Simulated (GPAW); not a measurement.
# Ballistic transport through a Ga chain with a Si atom bridging one bond, from relaxation to T(E), part 2 of 2

Aim: the conductance of a Ga chain with a Si atom bridging one bond after relaxation, and whether geometry, basis or functional moves it most.

GPAW 26.7.0; GPAW LCAO, PAW setups; relaxation of the junction within the symmetry of its start, lead ends held (the session's first sound run).

So far, transmission at the Fermi level (one spin): step 3 (GPAW, dzp, PBE, GPAW) 1.21; step 4 (basis szp(dzp), PBE, GPAW) 1.26; step 5 (basis sz(dzp), PBE, GPAW) 1.26; step 6 (revPBE) 1.18; step 7 (the structure as built: geometry = "as built", PBE, GPAW) 0.964.

## 10. Potential alignment off

Without the shift, lead and junction are matched by their Fermi levels alone.

This step: GPAW LCAO, PAW setups; Landauer transmission from Green's functions with principal layers (ASE), zero bias (GPAW 26.7.0).

File run.py:

```python
import json
import numpy as np
from ase import Atoms
from ase.transport.calculators import TransportCalculator
from gpaw import GPAW, FermiDirac
from gpaw.lcao.tools import get_lcao_hamiltonian
from scipy.linalg import eigh

# The junction with lead layers at both ends, along the third cell vector
device = Atoms(
    ['Ga', 'Ga', 'Ga', 'Ga', 'Ga', 'Ga', 'Si', 'Ga', 'Ga', 'Ga', 'Ga', 'Ga', 'Ga'],
    positions=[
        [4.50000, 4.50000, 1.27500],
        [4.50000, 4.50000, 3.82500],
        [4.50000, 4.50000, 6.37500],
        [4.50000, 4.50000, 8.92500],
        [4.50000, 4.50000, 11.47500],
        [4.52568, 4.50000, 13.96108],
        [6.39276, 4.50000, 15.40000],
        [4.52568, 4.50000, 16.83892],
        [4.50000, 4.50000, 19.32500],
        [4.50000, 4.50000, 21.87500],
        [4.50000, 4.50000, 24.42500],
        [4.50000, 4.50000, 26.97500],
        [4.50000, 4.50000, 29.52500]],
    cell=[[9.0, 0.0, 0.0], [0.0, 9.0, 0.0], [0.0, 0.0, 30.8]],
    pbc=True)

# One principal layer of the lead: the first 3 atoms of the device
lead = Atoms(
    ['Ga', 'Ga', 'Ga'],
    positions=[
        [4.50000, 4.50000, 1.27500],
        [4.50000, 4.50000, 3.82500],
        [4.50000, 4.50000, 6.37500]],
    cell=[[9.0, 0.0, 0.0], [0.0, 9.0, 0.0], [0.0, 0.0, 7.65]],
    pbc=True)

settings = dict(mode='lcao', basis='dzp', xc='PBE', h=0.2,
                occupations=FermiDirac(0.1), maxiter=250,
                mixer=dict(beta=0.1, nmaxold=8, weight=100.0),
                convergence=dict(density=0.0001))
energies = np.arange(-2, 2 + 1e-9, 0.025)
eta = 0.0001
n1, n2 = 1, 1
# k and -k transmit alike, so half of the mesh across the current serves
mesh = [(i, j) for i in range(n1) for j in range(n2) if (i, j) <= (-i % n1, -j % n2)]
weights = np.array([1 if (i, j) == (-i % n1, -j % n2) else 2 for i, j in mesh]) / (n1 * n2)

# [... helper functions left out ...]
fermi_lead = ground_state(lead, (1, 1, 15), 'lead.txt')
fermi_device = ground_state(device, (1, 1, 3), 'device.txt')
# [... loop over the mesh left out, but for ...]
        # Lead and device are aligned by their Fermi levels alone
        shift = 0.0
# [...]
kT = 8.617333e-5 * 300
bias = [0.1, 0.2, 0.5, 1.0, 1.5, 2.0]
# [... integrals and printing left out ...]
```

On the command line:

```sh
> OMP_NUM_THREADS=1 OPENBLAS_NUM_THREADS=1 python run.py
```

Elapsed: 46 s, on 1 thread of Arm Neoverse V1, shared host; peak memory 1 GiB.

This step gave:

- conductance: 1.185 G₀
- thermopower: -2.758 μV/K
- largest misfit of the first principal layer: 0.01884 eV
- shift that aligns the lead: 0 eV
- transmission at the Fermi level (one spin): 1.197

One spin. The transmission, zone mean by energy, zero at the Fermi level:

energy (eV), transmission, zone mean and a bar:
```
   -2.000       0.65 #############
   -1.800       0.62 #############
   -1.600       0.50 ##########
   -1.425       0.99 ####################
   -1.400       0.88 ##################
   -1.200       0.61 #############
   -1.000       0.48 ##########
   -0.800       0.31 ######
   -0.600       0.11 ##
   -0.400       0.01 
   -0.200       0.79 ################
    0.000       1.20 #########################
    0.200       1.16 ########################
    0.400       1.16 ########################
    0.600       1.26 ##########################
    0.800       1.35 ############################
    1.000       1.42 #############################
    1.200       1.45 ##############################
    1.350       1.46 ##############################
    1.400       1.46 ##############################
    1.600       1.44 ##############################
    1.800       1.40 #############################
    2.000       1.34 ############################
```

Not self-consistent under bias; the bias window is split evenly. Current through one cell, from the zero-bias transmission against bias:

| bias (V) | current through one cell, from the zero-bias transmission (μA) |
| --- | --- |
| 0.100 | 9.15 |
| 0.200 | 18.1 |
| 0.500 | 41.3 |
| 1.000 | 65.9 |
| 1.500 | 93.2 |
| 2.000 | 127 |

Table of transmission of the three most open eigenchannels by energy, zero at the Fermi level:

| energy (eV) | channel 1 | channel 2 | channel 3 |
| --- | --- | --- | --- |
| -2.000 | 0.653 | 1.4e-11 | 0 |
| -1.900 | 0.640 | 1.4e-11 | 0 |
| -1.800 | 0.619 | 1.4e-11 | 0 |
| -1.700 | 0.581 | 1.3e-11 | 0 |
| -1.600 | 0.500 | 1.3e-11 | 0 |
| -1.500 | 0.0135 | 1.3e-11 | 0 |
| -1.400 | 0.883 | 1.3e-11 | 0 |
| -1.300 | 0.693 | 1.2e-11 | 0 |
| -1.200 | 0.612 | 1.2e-11 | 0 |
| -1.100 | 0.546 | 1.2e-11 | 0 |
| -1.000 | 0.477 | 1.1e-11 | 0 |
| -0.900 | 0.401 | 1.1e-11 | 0 |
| -0.800 | 0.313 | 1.1e-11 | 0 |
| -0.700 | 0.214 | 1.1e-11 | 0 |
| -0.600 | 0.110 | 1.0e-11 | 0 |
| -0.500 | 0.0241 | 1.0e-11 | 0 |
| -0.400 | 0.00596 | 1.6e-10 | 9.6e-12 |
| -0.300 | 0.143 | 3.0e-9 | 6.4e-10 |
| -0.200 | 0.382 | 0.238 | 0.174 |
| -0.100 | 0.453 | 0.370 | 0.278 |
| 0.000 | 0.558 | 0.465 | 0.174 |
| 0.100 | 0.607 | 0.490 | 0.0936 |
| 0.200 | 0.637 | 0.483 | 0.0392 |
| 0.300 | 0.667 | 0.469 | 0.00924 |
| 0.400 | 0.702 | 0.460 | 2.8e-5 |
| 0.500 | 0.740 | 0.459 | 0.00490 |
| 0.600 | 0.776 | 0.462 | 0.0167 |
| 0.700 | 0.808 | 0.469 | 0.0307 |
| 0.800 | 0.834 | 0.475 | 0.0444 |
| 0.900 | 0.854 | 0.479 | 0.0572 |
| 1.000 | 0.870 | 0.480 | 0.0686 |
| 1.100 | 0.883 | 0.477 | 0.0787 |
| 1.200 | 0.893 | 0.471 | 0.0873 |
| 1.300 | 0.901 | 0.462 | 0.0945 |
| 1.400 | 0.907 | 0.450 | 0.100 |
| 1.500 | 0.911 | 0.435 | 0.105 |
| 1.600 | 0.915 | 0.417 | 0.109 |
| 1.700 | 0.917 | 0.395 | 0.111 |
| 1.800 | 0.919 | 0.369 | 0.113 |
| 1.900 | 0.921 | 0.338 | 0.113 |
| 2.000 | 0.922 | 0.304 | 0.113 |

The conductance, 1.19 G₀, lies 1.0 % below that of the dzp run.

## 11. Summary of results

| Quantity | Value |
| --- | --- |
| conductance | 1.20 G₀ |
| transmission at the Fermi level, mean of the spins | 1.21 |
| thermopower | about 0 (under 1.5 μV/K) |

**Reading.** In the dzp basis the junction conducts 1.20 G₀ at 300 K, with T = 1.21 a spin at the Fermi level; the sz basis reaches that conductance within 10 %. Relaxation moved atoms by up to 0.069 Å and took the conductance from 0.956 to 1.20 G₀, as a ratio a larger change than the step from dzp to the minimal basis. At the Fermi level the three most open eigenchannels pass 0.56, 0.48 and 0.17. Measured against the first run (dzp), the nearest curve is that of dzp-revPBE (r.m.s. 0.072) and the farthest that of sz (0.20). Over the compared runs wall time goes from 25 s (sz) to 47 s (asbuilt), on a shared host. The leads kept an estimated spacing and the cell its length, so the junction may be under some tension or compression. The geometry comes from the orbital basis, which tends to overbind, and kept the symmetry of the start, so a structure of lower symmetry may lie lower. An evenly spaced straight chain is an idealisation: free chains tend to dimerise, zigzag or, where a band edge lies near the Fermi level, turn magnetic. The currents use the zero-bias T(E) throughout, which holds only while the bias is small against the distance to the nearest feature.

[Logs are printed without paths, hosts, clocks, repeated set-up lines and the standing remarks that a program may print on its own settings, such as how far it seeks lower states.]

[Hosts, paths, dates, database ids (printed as entryN), source tags and the programs' standing remarks are cut or masked in the printed files.]
